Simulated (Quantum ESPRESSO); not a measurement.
# Projected density of states of magnetic Ba2Fe2Se2OF2

Where do the states of the two spins of Ba2Fe2Se2OF2 lie?

Calculated with Quantum ESPRESSO 7.5; PBEsol with U = 4.5 eV on Fe d (ortho-atomic projectors); plane waves with GBRV 1.5 PBEsol potentials, no spin-orbit coupling.

## (1) Set-up

The structure is tetragonal, space group I4/mmm (No. 139). Conventional cell: a = 4.195 Å, b = 4.195 Å, c = 19.522 Å, α = 90.00°, β = 90.00°, γ = 90.00°. Nearest to Ba lie 4 F at 2.62 Å and 1 O at 3.31 Å and 4 Se at 3.35 Å. Nearest to Fe lie 2 O at 2.10 Å and 4 Se at 2.73 Å. Nearest to Se lie 4 Fe at 2.73 Å and 4 Ba at 3.35 Å. O has 4 Fe at 2.10 Å and 2 Ba at 3.31 Å nearest. Nearest to F lie 4 Ba at 2.62 Å. Farther neighbours and most contacts between anions are not listed.

The cell comes from the Crystallography Open Database.

## (2) Ground-state run

This state came out lowest in a comparison of starts that is told elsewhere.

pw.in

```
&CONTROL
  calculation = 'scf'
  prefix = 'pwscf'
  outdir = './tmp'
  pseudo_dir = './pseudo'
  disk_io = 'low'
/
&SYSTEM
  ibrav = 0
  celldm(1) = 8
  nat = 9
  ntyp = 6
  ecutwfc = 40
  ecutrho = 280
  nbnd = 59
  occupations = 'smearing'
  smearing = 'fd'
  degauss = 0.00367493
  nspin = 2
  starting_magnetization(1) = 0
  starting_magnetization(2) = 0.25
  starting_magnetization(3) = -0.25
  starting_magnetization(4) = 0
  starting_magnetization(5) = 0
  starting_magnetization(6) = 0
/
&ELECTRONS
  conv_thr = 1.8d-08
  electron_maxstep = 150
  mixing_beta = 0.3
/
ATOMIC_SPECIES
Ba    137.3270 ba_pbesol_v1.uspp.F.UPF
Fe1    55.8450 fe_pbesol_v1.5.uspp.F.UPF
Fe2    55.8450 fe_pbesol_v1.5.uspp.F.UPF
Se     78.9710 se_pbesol_v1.uspp.F.UPF
O      15.9990 o_pbesol_v1.2.uspp.F.UPF
F      18.9984 f_pbesol_v1.4.uspp.F.UPF
CELL_PARAMETERS alat
  -0.4954153251472    0.4954153251472    2.3057020878090
   0.4954153251472   -0.4954153251472    2.3057020878090
   0.4954153251472    0.4954153251472   -2.3057020878090
ATOMIC_POSITIONS crystal
Ba      0.6694250000    0.6694250000    0.0000000000
Ba      0.3305750000    0.3305750000    0.0000000000
Fe1     0.0000000000    0.5000000000    0.5000000000
Fe2     0.5000000000    0.0000000000    0.5000000000
Se      0.0898200000    0.0898200000    0.0000000000
Se      0.9101800000    0.9101800000    0.0000000000
O       0.5000000000    0.5000000000    0.0000000000
F       0.2500000000    0.7500000000    0.5000000000
F       0.7500000000    0.2500000000    0.5000000000
K_POINTS automatic
6 6 6 0 0 0
HUBBARD {ortho-atomic}
U Fe1-3d 4.5000
U Fe2-3d 4.5000
```

On the command line:

```sh
$ OMP_NUM_THREADS=1 mpirun -n 4 pw.x -nk 4 -in pw.in > pw.out
```

The log of the run:

```text
Program PWSCF v.7.5 starts

     Message from routine setup:
     using ibrav=0 with symmetry is DISCOURAGED, use correct ibrav instead

     K-points division:     npool     =       4
     Subspace diagonalization in iterative solution of the eigenvalue problem:

     bravais-lattice index     =            0
     lattice parameter (alat)  =       8.0000  a.u.
     unit-cell volume          =    1158.9695 (a.u.)^3
     number of atoms/cell      =            9
     number of atomic types    =            6
     number of electrons       =        84.00
     number of Kohn-Sham states=           59
     kinetic-energy cutoff     =      40.0000  Ry
     charge density cutoff     =     280.0000  Ry
     scf convergence threshold =      1.8E-08
     mixing beta               =       0.3000
     number of iterations used =            8  plain     mixing
     Exchange-correlation= SLA  PW   PSX  PSC
                           (   1   4  10   8   0   0   0)
     Hubbard projectors: ortho-atomic
     Hubbard parameters of DFT+U (Dudarev formulation) in eV:
     U(Fe1-3d) =  4.5000
     U(Fe2-3d) =  4.5000

     Internal variables: lda_plus_u =T, lda_plus_u_kind = 0

     Internal variables: orbital_resolved =F, hub_pot_fix =F, apply_U = F

     celldm(1)=   8.000000  celldm(2)=   0.000000  celldm(3)=   0.000000
     celldm(4)=   0.000000  celldm(5)=   0.000000  celldm(6)=   0.000000

     crystal axes: (cart. coord. in units of alat)
               a(1) = (  -0.495415   0.495415   2.305702 )
               a(2) = (   0.495415  -0.495415   2.305702 )
               a(3) = (   0.495415   0.495415  -2.305702 )

     reciprocal axes: (cart. coord. in units 2 pi/alat)
               b(1) = (  0.000000  1.009254  0.216854 )
               b(2) = (  1.009254  0.000000  0.216854 )
               b(3) = (  1.009254  1.009254  0.000000 )

     PseudoPot. # 1 for Ba read from file:
     ba_pbesol_v1.uspp.F.UPF
     Pseudo is Ultrasoft + core correction, Zval = 10.0

     PseudoPot. # 2 for Fe read from file:
     fe_pbesol_v1.5.uspp.F.UPF
     Pseudo is Ultrasoft + core correction, Zval = 16.0

     PseudoPot. # 3 for Fe read from file:
     fe_pbesol_v1.5.uspp.F.UPF
     Pseudo is Ultrasoft + core correction, Zval = 16.0

     PseudoPot. # 4 for Se read from file:
     se_pbesol_v1.uspp.F.UPF
     Pseudo is Ultrasoft + core correction, Zval =  6.0

     PseudoPot. # 5 for O  read from file:
     o_pbesol_v1.2.uspp.F.UPF
     Pseudo is Ultrasoft + core correction, Zval =  6.0

     PseudoPot. # 6 for F  read from file:
     f_pbesol_v1.4.uspp.F.UPF
     Pseudo is Ultrasoft, Zval =  7.0

     atomic species   valence    mass     pseudopotential
     Ba               10.00   137.32700     Ba( 1.00)
     Fe1              16.00    55.84500     Fe( 1.00)
     Fe2              16.00    55.84500     Fe( 1.00)
     Se                6.00    78.97100     Se( 1.00)
     O                 6.00    15.99900     O ( 1.00)
     F                 7.00    18.99840     F ( 1.00)

     Starting magnetic structure
     atomic species   magnetization
     Ba              0.000
     Fe1             0.250
     Fe2            -0.250
     Se              0.000
     O               0.000
     F               0.000

      8 Sym. Ops., with inversion, found

   Cartesian axes

     site n.     atom                  positions (alat units)
         1        Ba     tau(   1) = (   0.0000000   0.0000000   3.0869892  )
         2        Ba     tau(   2) = (  -0.0000000  -0.0000000   1.5244149  )
         3        Fe1    tau(   3) = (   0.4954153   0.0000000   0.0000000  )
         4        Fe2    tau(   4) = (   0.0000000   0.4954153   0.0000000  )
         5        Se     tau(   5) = (   0.0000000   0.0000000   0.4141963  )
         6        Se     tau(   6) = (   0.0000000   0.0000000   4.1972079  )
         7        O      tau(   7) = (   0.0000000   0.0000000   2.3057021  )
         8        F      tau(   8) = (   0.4954153   0.0000000   1.1528510  )
         9        F      tau(   9) = (   0.0000000   0.4954153   1.1528510  )

     number of k points=    46  Fermi-Dirac smearing, width (Ry)=  0.0037
                       cart. coord. in units 2pi/alat
        k(    1) = (   0.0000000   0.0000000   0.0000000), wk =   0.0046296
        k(    2) = (   0.1682090   0.1682090   0.0000000), wk =   0.0185185
        k(    3) = (   0.3364181   0.3364181   0.0000000), wk =   0.0185185
        k(    4) = (  -0.5046271  -0.5046271   0.0000000), wk =   0.0092593
        k(    5) = (   0.1682090   0.0000000   0.0361423), wk =   0.0185185
        [... 41 further k-points ...]

     Dense  grid:    91755 G-vectors     FFT dimensions: ( 108, 108, 108)

     Smooth grid:    39539 G-vectors     FFT dimensions: (  80,  80,  80)

     Check: negative core charge=   -0.000013
     Generating pointlists ...
     new r_m :   0.2554 (alat units)  2.0436 (a.u.) for type    1
     new r_m :   0.2044 (alat units)  1.6349 (a.u.) for type    2
     new r_m :   0.2044 (alat units)  1.6349 (a.u.) for type    3
     new r_m :   0.2664 (alat units)  2.1310 (a.u.) for type    4
     new r_m :   0.2044 (alat units)  1.6349 (a.u.) for type    5
     new r_m :   0.2554 (alat units)  2.0436 (a.u.) for type    6

     Initial potential from superposition of free atoms

     starting charge      81.9722, renormalised to      84.0000

     negative rho (up, down):  9.842E-02 9.842E-02

     STARTING HUBBARD OCCUPATIONS:

     =================== HUBBARD OCCUPATIONS ===================
     ------------------------ ATOM    3 ------------------------
     Tr[ns(  3)] (up, down, total) =   5.00000  0.00000  5.00000
     Atomic magnetic moment for atom   3 =   5.00000
     [... lines left out ...]
     ------------------------ ATOM    4 ------------------------
     Tr[ns(  4)] (up, down, total) =   0.00000  5.00000  5.00000
     Atomic magnetic moment for atom   4 =  -5.00000
     [... lines left out ...]
     Number of occupied Hubbard levels =   10.0000

     Atomic wfc used for Hubbard projectors are orthogonalized

     Starting wfcs are   72 randomized atomic wfcs

     Self-consistent Calculation

     iteration #  1     ecut=    40.00 Ry     beta= 0.30
     Davidson diagonalization with overlap
     ethr =  1.00E-02,  avg # of iterations =  4.9

     =================== HUBBARD OCCUPATIONS ===================
     ------------------------ ATOM    3 ------------------------
     Tr[ns(  3)] (up, down, total) =   4.96442  4.74475  9.70917
     Atomic magnetic moment for atom   3 =   0.21967
     [... lines left out ...]
     ------------------------ ATOM    4 ------------------------
     Tr[ns(  4)] (up, down, total) =   4.74468  4.96442  9.70910
     Atomic magnetic moment for atom   4 =  -0.21973
     [... lines left out ...]
     Number of occupied Hubbard levels =   19.4183

     negative rho (up, down):  9.419E-02 9.419E-02

     total energy              =    -818.56716615 Ry
     estimated scf accuracy    <      85.60445365 Ry

     total magnetization       =    -0.00 Bohr mag/cell
     absolute magnetization    =     1.16 Bohr mag/cell

     iteration #  2     ecut=    40.00 Ry     beta= 0.30
     Davidson diagonalization with overlap
     ethr =  1.00E-02,  avg # of iterations =  7.3

     negative rho (up, down):  6.960E-02 6.956E-02

     total energy              =    -828.97887235 Ry
     estimated scf accuracy    <     617.48525960 Ry

     total magnetization       =    -0.00 Bohr mag/cell
     absolute magnetization    =     0.16 Bohr mag/cell

     [... further iterations left out ...]

     iteration # 21     ecut=    40.00 Ry     beta= 0.30
     Davidson diagonalization with overlap
     ethr =  4.19E-10,  avg # of iterations =  2.3

     negative rho (up, down):  8.871E-02 8.871E-02

     total energy              =    -857.24806056 Ry
     estimated scf accuracy    <       0.00000011 Ry

     total magnetization       =    -0.00 Bohr mag/cell
     absolute magnetization    =     7.61 Bohr mag/cell

     iteration # 22     ecut=    40.00 Ry     beta= 0.30
     Davidson diagonalization with overlap
     ethr =  1.26E-10,  avg # of iterations =  2.4

     negative rho (up, down):  8.871E-02 8.871E-02

     Magnetic moment per site  (integrated on atomic sphere of radius R)
     atom   1 (R=0.255)  charge=  6.2528  magn= -0.0000
     atom   2 (R=0.255)  charge=  6.2528  magn= -0.0000
     atom   3 (R=0.204)  charge= 13.3844  magn=  3.3810
     atom   4 (R=0.204)  charge= 13.3844  magn= -3.3810
     atom   5 (R=0.266)  charge=  4.4115  magn= -0.0000
     atom   6 (R=0.266)  charge=  4.4115  magn= -0.0000
     atom   7 (R=0.204)  charge=  5.6668  magn= -0.0000
     atom   8 (R=0.255)  charge=  7.3583  magn= -0.0000
     atom   9 (R=0.255)  charge=  7.3583  magn= -0.0000

     End of self-consistent calculation

     =================== HUBBARD OCCUPATIONS ===================
     ------------------------ ATOM    3 ------------------------
     Tr[ns(  3)] (up, down, total) =   4.92023  1.23685  6.15707
     Atomic magnetic moment for atom   3 =   3.68338
     [... lines left out ...]
     ------------------------ ATOM    4 ------------------------
     Tr[ns(  4)] (up, down, total) =   1.23683  4.92022  6.15705
     Atomic magnetic moment for atom   4 =  -3.68339
     [... lines left out ...]
     Number of occupied Hubbard levels =   12.3141

     [... lines left out ...]
     the Fermi energy is     9.8368 ev

!    total energy              =    -857.24806080 Ry
     estimated scf accuracy    <       0.00000002 Ry
     smearing contrib. (-TS)   =      -0.00000000 Ry
     internal energy E=F+TS    =    -857.24806080 Ry

     The total energy is F=E-TS. E is the sum of the following terms:
     one-electron contribution =    -580.99041603 Ry
     hartree contribution      =     330.22030408 Ry
     xc contribution           =    -198.04698962 Ry
     ewald contribution        =    -408.56335361 Ry
     Hubbard energy            =       0.13239438 Ry

     total magnetization       =     0.00 Bohr mag/cell
     absolute magnetization    =     7.61 Bohr mag/cell

     convergence has been achieved in  22 iterations

=------------------------------------------------------------------------------=
   JOB DONE.
=------------------------------------------------------------------------------=
```

Run time: 15 min. Hardware: 4 MPI ranks of Intel Xeon Platinum 8488C (Sapphire Rapids), shared host; peak memory 2.5 GiB.

Spin moment in the atom's sphere by atom:

```tsv
atom	spin moment in the atom's sphere (μB)
Ba1	0.00
Ba2	0.00
Fe3	3.38
Fe4	-3.38
Se5	0.00
Se6	0.00
O7	0.00
F8	0.00
F9	0.00
```

Numbers from this step:

- smearing term TS: 1.58e-12 eV
- magnetization: 0 μB
- absolute magnetization: 7.606 μB
- final state: antiferromagnetic

(Part 1 of 2 ends here.)

[Logs and program files are shortened in this print: banners, set-up blocks, solver, clock and traceback lines can be left out without a mark of their own.]

[Logs are printed without paths, hosts, clocks, repeated set-up lines and the standing remarks that a program may print on its own settings, such as how far it seeks lower states.]

[Hosts, paths, dates, database ids (printed as entryN), source tags and the programs' standing remarks are cut or masked in the printed files.]

[Where a cell is said to come from a database of computed structures, the database is the Materials Project.]
